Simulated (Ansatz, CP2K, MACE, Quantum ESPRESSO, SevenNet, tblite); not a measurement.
**Bulk modulus of glassy 65SiO2-10Al2O3-25Li2O (mol %) (128 atoms) across programs**

How stiff is glassy 65SiO2-10Al2O3-25Li2O (mol %) (128 atoms) under an even change of volume, and do other programs and learned potentials give the same pressure and slope as plane waves?

The results are calculated values.

### 1. Set-up

The cell holds 128 atoms (26 Si, 8 Al, 20 Li and 74 O), with edges of 11.51, 11.51 and 11.51 Å. Recipe: 128 atoms (26 Si, 8 Al, 20 Li, 74 O) placed at random at 2.38 g/cm³, melted at 4000 K for 10 ps at fixed volume with the Morse and Coulomb pair potential with partial charges (Pedone, Malavasi, Menziani, Cormack and Segre, J. Phys. Chem. B 110, 11780 (2006)). Quenched from 4000 K to 300 K at 100 K/ps and fixed volume, held 10 ps at zero pressure. Then the atoms were relaxed with MACE MPA-0 medium in the fixed cell.

Bonds by pair of elements; cutoffs follow the first minimum of g(r), held within bounds set by covalent radii, and pairs that aren't listed don't count as bonded:

```
pair A-B  cutoff (Å)  bonds  mean length (Å)  spread (Å)  shortest (Å)  B about A  A about B
    O-Si        2.08    104             1.64       0.029          1.57       1.41          4
    O-Li        2.58     77             2.06       0.159          1.82       1.04       3.85
    O-Al        2.38     32             1.77       0.056          1.71      0.432          4
```

### 2. The reference input

Quantum ESPRESSO 7.5: Kohn-Sham DFT, PBE, SSSP efficiency 1.3.0 pseudopotentials, plane waves. Its input, pw.in, for the unchanged cell:

```
&control
  calculation = 'scf'
  pseudo_dir = './pseudo'
  outdir = './tmp'
  disk_io = 'none'
  tprnfor = .true.
  tstress = .true.
/
&system
  ibrav = 0
  nat = 128
  ntyp = 4
  ecutwfc = 60
  ecutrho = 480
  nosym = .true.
  occupations = 'smearing'
  smearing = 'fd'
  degauss = 0.003675
/
&electrons
  conv_thr = 6.4e-07
  electron_maxstep = 100
  mixing_beta = 0.4
  mixing_mode = 'plain'
  diagonalization = 'david'
/
ATOMIC_SPECIES
Si 28.085 Si.upf
Al 26.982 Al.upf
Li 6.940 Li.upf
O 15.999 O.upf
CELL_PARAMETERS angstrom
11.51499 0.00000 0.00000
0.00000 11.51499 0.00000
0.00000 0.00000 11.51499
ATOMIC_POSITIONS crystal
Si 0.14048 0.97161 0.37883
Si 0.81057 0.64869 0.40675
Si 0.89795 0.69753 0.72246
Si 0.37473 0.78837 0.71581
[... 122 atom lines left out ...]
O 0.34899 0.23928 0.25369
O 0.44220 0.33737 0.46559
K_POINTS gamma
```

```console
$ OMP_NUM_THREADS=1 mpirun -np 4 pw.x -in pw.in > output.txt
```

Wall time 6 min (4 MPI ranks of Arm Neoverse V1, shared host); peak memory 5.5 GiB.

It converged with an r.m.s. force component of 0.059 eV/Å and a pressure of 2.0 GPa.

### 3. The levels

Every level solves the same cells as single points. CPU time is summed over a level's finished runs, on a host shared with the other runs, so it is rough; the force column is the median over cells of the r.m.s. difference of force components from the reference.

| level | basis or training data | k-points | runs finished | CPU time | peak memory (GiB) | force difference (meV/Å) |
| --- | --- | --- | --- | --- | --- | --- |
| QE, PBE | plane waves, SSSP efficiency, 60/480 Ry | Γ | 3 of 3 | 69 min | 5.7 | reference |
| CP2K double zeta, PBE | DZVP-UZH, GTH, 800 Ry | Γ | 3 of 3 | 41 min | 8.2 | 78 |
| tblite GFN1-xTB | tight binding with its own dispersion term | Γ | 3 of 3 | 29 s | 0.16 | 384 |
| MACE MPA-0 medium | trained on PBE(+U) plane-wave data | - | 3 of 3 | 33 s | 1.4 | 57 |
| SevenNet l3i5 | trained on PBE(+U) plane-wave data | - | 3 of 3 | 44 s | 2.2 | 49 |

The reference's own r.m.s. force component runs from 55 to 60 meV/Å over these cells. MACE MPA-0 medium relaxed the atoms, so in the cells that it relaxed its forces are near zero and its entry mostly repeats the reference's forces.

### 4. Pressure against volume

The cell is scaled evenly, and at each volume MACE MPA-0 medium relaxes the atoms again before the single points. The unchanged volume is 11.928 Å³ an atom. Pressures in GPa:

```
                level  -3 %     0  +3 %
              QE, PBE  3.92  1.98  0.47
CP2K double zeta, PBE  3.92  2.06  0.56
      tblite GFN1-xTB  9.90  7.78  6.04
    MACE MPA-0 medium  4.33  2.37  0.81
        SevenNet l3i5  3.76  1.90  0.40
```

Energy less that of the unchanged cell at the same level, in meV an atom:

```
                level   -3 %    +3 %
              QE, PBE   6.91   -3.46
CP2K double zeta, PBE   6.01   -2.41
      tblite GFN1-xTB  23.20  -19.04
    MACE MPA-0 medium   7.31   -3.68
        SevenNet l3i5   6.61   -3.23
```

### 5. Moduli

From the three volumes nearest the unchanged one: B from the slope of pressure against ln V and from the curvature of the energy, the pressure that the slope of the energy implies, and the volume change at which the printed pressure crosses zero (a dash if it doesn't within the range).

```
                level  B from pressures (GPa)  B from energies (GPa)  printed pressure (GPa)  pressure from energies (GPa)  zero pressure at (%)
              QE, PBE                    57.6                   51.5                    1.98                          2.32                     -
CP2K double zeta, PBE                    56.0                   53.8                    2.06                          1.89                     -
      tblite GFN1-xTB                    64.3                   62.1                    7.78                          9.46                     -
    MACE MPA-0 medium                    58.7                   54.2                    2.37                          2.46                     -
        SevenNet l3i5                    55.9                   50.6                    1.90                          2.20                     -
```

As a check by hand on the reference: from -3 to +3 % the pressure falls by 3.46 GPa while ln V grows by 0.0600, a ratio of 57.6 GPa.

Gap between the highest filled and the lowest empty level on the runs' k-points, in eV:

```
                level  -3 %     0  +3 %
              QE, PBE  3.68  3.64  3.58
CP2K double zeta, PBE  3.70  3.66  3.60
```

### 6. Outcome

The plane-wave reference (PBE) gives a bulk modulus of 57.6 GPa from its pressures, at a volume where its pressure is 1.98 GPa, and the pressure stays positive over the whole range. Other programs at PBE: CP2K double zeta, PBE 56.0 GPa (-3 %); its pressure lies +0.08 GPa from the reference's. Learned potentials: MACE MPA-0 medium 58.7 GPa (+2 %) and SevenNet l3i5 55.9 GPa (-3 %); their pressures lie -0.08 to +0.40 GPa from the reference's.

Tight binding: tblite GFN1-xTB 64.3 GPa (+12 %); its pressure lies +5.80 GPa from the reference's. The moduli are read at one volume but at unlike pressures, and a cell under tension is as a rule softer than one under compression. All slopes lie within 12 % of the reference's, while the pressures at one volume spread over 5.9 GPa, so the levels would settle at unlike volumes. Moduli from the energies run from 51 to 62 GPa and part from those from pressures by as much as -11 % (QE, PBE); they rest on differences of a few meV an atom and hold the work of each level's leftover forces. The reference's gap falls as the cell grows, from 3.68 eV at -3 % to 3.58 eV at +3 %.

Caveats: The atoms follow MACE MPA-0 medium, not each level's own minimum, so these moduli only approach relaxed ones and hang on that choice. Three points at finite strain give rough moduli, at the given volume rather than at zero pressure. Pressures at a fixed plane-wave cutoff or in a small atom-centred basis hold some basis error. The quench rate of 100 K/ps is many orders above laboratory rates, so the cell is likely richer in defects and strain than a real sample. The reference samples only Γ, in a cell whose shortest periodic width is 12 Å. The reference isn't exact: its cutoffs and mesh weren't converged further here. Where levels are smeared, the DFT runs use Fermi–Dirac occupations at 580 K (0.05 eV), and energies are free energies.

[Long decimals in the printed logs are rounded to 6 places.]

[Logs are printed without paths, hosts, clocks, repeated set-up lines and the standing remarks that a program may print on its own settings, such as how far it seeks lower states.]

[Hosts, paths, dates, database ids (printed as entryN), source tags and the programs' standing remarks are cut or masked in the printed files.]
